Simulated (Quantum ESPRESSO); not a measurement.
# SiC (Moissanite 3C): the LO frequency by hand

How high does the longitudinal optical mode of SiC (Moissanite 3C) lie, given the transverse one, the Born charge and ε∞?

Main program and level: Quantum ESPRESSO 7.5; DFT LDA, scalar-relativistic, plane waves, GBRV ultrasoft pseudopotentials.

### Step 1. The relaxed structure

The structure is cubic, space group F-43m (No. 216). The conventional cell has a = 4.328 Å, b = 4.328 Å, c = 4.328 Å, α = 90.00°, β = 90.00°, γ = 90.00°. Nearest to Si lie 4 C at 1.87 Å. Nearest to C lie 4 Si at 1.87 Å. Farther neighbours are not listed.

Coordinates:

```xyz
2
Lattice="-2.1641 0.0000 2.1641 0.0000 2.1641 2.1641 -2.1641 2.1641 0.0000" Properties=species:S:1:pos:R:3 pbc="T T T"
Si    0.0000    0.0000    0.0000
C    -1.0821    1.0821    1.0821
```

This is the cell after its relaxation at this level of theory, not the database cell from which that began.

### Step 2. What the response run gave

A linear-response run on the relaxed cell, with the response to an electric field; only its zone-centre results are used. Cutoff 55 Ry, k mesh 12×12×12.

What it wrote:

```text
[banners, grids, parts of the stress and lines that vanish by symmetry left out]
Program PHONON v.7.5
     Reading xml data from directory:

[...]
Exchange-correlation= PZ
                           (   1   1   0   0   0   0   0)
[...]
kinetic-energy cut-off    =      55.0000  Ry
     charge density cut-off    =     440.0000  Ry
     convergence threshold     =      1.0E-18
[...]
Exchange-correlation= PZ
                           (   1   1   0   0   0   0   0)
[...]
q = (   0.0000000   0.0000000   0.0000000 )
     25 Sym.Ops. (with q -> -q+G )
     G cutoff =  745.6313  (  21331 G-vectors)     FFT grid: ( 40, 40, 40)
     G cutoff =  372.8156  (   7631 G-vectors)  smooth grid: ( 27, 27, 27)
     number of k points=    72
[...]
Mode symmetry, T_d (-43m)  point group:
[...]
Dielectric constant
[...]
End of electric fields calculation
          Dielectric constant in cartesian axis
          (       6.924532648       0.000000000       0.000000000 )
          (       0.000000000       6.924532648       0.000000000 )
          (       0.000000000       0.000000000       6.924532648 )
          Effective charges (d Force / dE) in cartesian axis without acoustic sum rule applied (asr)
           atom    1  Si    Mean Z*:        2.73005
      Ex  (        2.73005        0.00000       -0.00000 )
      Ey  (        0.00000        2.73005       -0.00000 )
      Ez  (       -0.00000       -0.00000        2.73005 )
           atom    2  C     Mean Z*:       -2.73162
      Ex  (       -2.73162        0.00000        0.00000 )
      Ey  (        0.00000       -2.73162        0.00000 )
      Ez  (        0.00000        0.00000       -2.73162 )
          Effective charges Sum: Mean:       -0.00156
[...]
Effective charges (d Force / dE) in cartesian axis with asr applied:
           atom    1  Si    Mean Z*:        2.73084
[...]
atom    2  C     Mean Z*:       -2.73084
[...]
Representation #   1 modes #   1   2   3
[...]
End of self-consistent calculation
     Convergence has been achieved
     Representation #   2 modes #   4   5   6
[...]
End of self-consistent calculation
     Convergence has been achieved
[...]
Dielectric constant in cartesian axis
          (       6.924532648       0.000000000       0.000000000 )
          (       0.000000000       6.924532648       0.000000000 )
          (       0.000000000       0.000000000       6.924532648 )
          Effective charges (d Force / dE) in cartesian axis without acoustic sum rule applied (asr)
           atom    1  Si    Mean Z*:        2.73005
      Ex  (        2.73005        0.00000       -0.00000 )
      Ey  (        0.00000        2.73005       -0.00000 )
      Ez  (       -0.00000       -0.00000        2.73005 )
           atom    2  C     Mean Z*:       -2.73162
      Ex  (       -2.73162        0.00000        0.00000 )
      Ey  (        0.00000       -2.73162        0.00000 )
      Ez  (        0.00000        0.00000       -2.73162 )
          Effective charges Sum: Mean:       -0.00156
[...]
Effective charges (d Force / dE) in cartesian axis with asr applied:
           atom    1  Si    Mean Z*:        2.73084
[...]
atom    2  C     Mean Z*:       -2.73084
[...]
q = (    0.000000000   0.000000000   0.000000000 )
[...]
freq (    1) =      -0.231784 [THz] =      -7.731488 [cm-1]
     freq (    2) =      -0.231784 [THz] =      -7.731488 [cm-1]
     freq (    3) =      -0.231784 [THz] =      -7.731488 [cm-1]
     freq (    4) =      23.934930 [THz] =     798.383342 [cm-1]
     freq (    5) =      23.934930 [THz] =     798.383342 [cm-1]
     freq (    6) =      23.934930 [THz] =     798.383342 [cm-1]
[...]
Mode symmetry, T_d (-43m)  point group:
     freq (   1-   3) =         -7.7  [cm-1]   --> T_2  G_15 P_4   I+R
     freq (   4-   6) =        798.4  [cm-1]   --> T_2  G_15 P_4   I+R

   JOB DONE.
```

```
                       quantity   value
             cell volume Ω (Å³)  20.272
                 mass of Si (u)  28.085
                  mass of C (u)  12.011
     Born charge of Si, raw (e)   2.730
      Born charge of C, raw (e)  -2.732
                             ε∞   6.925
ω(TO) after the sum rule (cm⁻¹)   798.4
```

### Step 3. The calculation

The charges must sum to zero over the cell; taking off their mean, -0.001 e, leaves Z* = 2.731 e on Si. In the polar mode Si moves against C, so the reduced mass is μ = 28.09 × 12.01 / 40.10 = 8.413 u.

A longitudinal wave builds up a field that adds to the restoring force: ω(LO)² = ω(TO)² + 4π Z*² / (μ Ω ε∞), in Hartree atomic units. With μ = 15336 electron masses and Ω = 136.80 bohr³ the second term is 6.4506e-06 Ha², or 310721 cm⁻² (1 Ha = 219474.6 cm⁻¹).

So ω(LO) = √(637474 + 310721) = 973.8 cm⁻¹, and by the Lyddane-Sachs-Teller relation ε₀ = ε∞ (ω(LO)/ω(TO))² = 10.30.

### Step 4. Check against the program

The analysis program adds the same non-analytic term to the full matrix, here for q along (1 0 0).

What it wrote:

```text
[banner, memory and clock lines left out]
Program DYNMAT v.7.5

     Reading Dynamical Matrix from file g.dyn
     ...Force constants read
     ...epsilon and Z* read

     Polarizability (A^3 units)
     multiply by 0.336152 for Clausius-Mossotti correction
         9.557282    0.000000    0.000000
         0.000000    9.557282    0.000000
         0.000000    0.000000    9.557282

     IR activities are in (D/A)^2/amu units

# mode   [cm-1]    [THz]      IR
    1     -0.00   -0.0000    0.0000
    2      0.00    0.0000    0.0000
    3      0.00    0.0000    0.0000
    4    798.42   23.9362   20.4507
    5    798.42   23.9362   20.4507
    6    973.76   29.1926   20.4507
```

ε₀ comes from the program's run without a direction of q.

```
    quantity  by hand  program
ω(LO) (cm⁻¹)    973.8    973.8
          ε₀    10.30    10.30
```

### Step 5. Outcome

| Item | Value |
| --- | --- |
| TO mode | 798.4 cm⁻¹ |
| LO mode | 973.8 cm⁻¹ |
| static dielectric constant | 10.30 |

In words: The LO mode of SiC (Moissanite 3C) lies at 974 cm⁻¹, 175 cm⁻¹ above the TO mode; the formula meets the program within 0.1 cm⁻¹, as it must for a cubic crystal with one polar mode. ω(LO)² − ω(TO)² goes with Z*²/ε∞: an error of 5 % in ε∞ would move the LO mode by 7.6 cm⁻¹, and semilocal functionals tend to overestimate ε∞. These are harmonic values at zero temperature, at the volume of this functional, for the structure held cubic; stability elsewhere in the zone is no part of this calculation.

[Host names and launcher messages were left out of these logs when they were recorded.]

[Logs are printed without paths, hosts, clocks, repeated set-up lines and the standing remarks that a program may print on its own settings, such as how far it seeks lower states.]

[Hosts, paths, dates, database ids (printed as entryN), source tags and the programs' standing remarks are cut or masked in the printed files.]
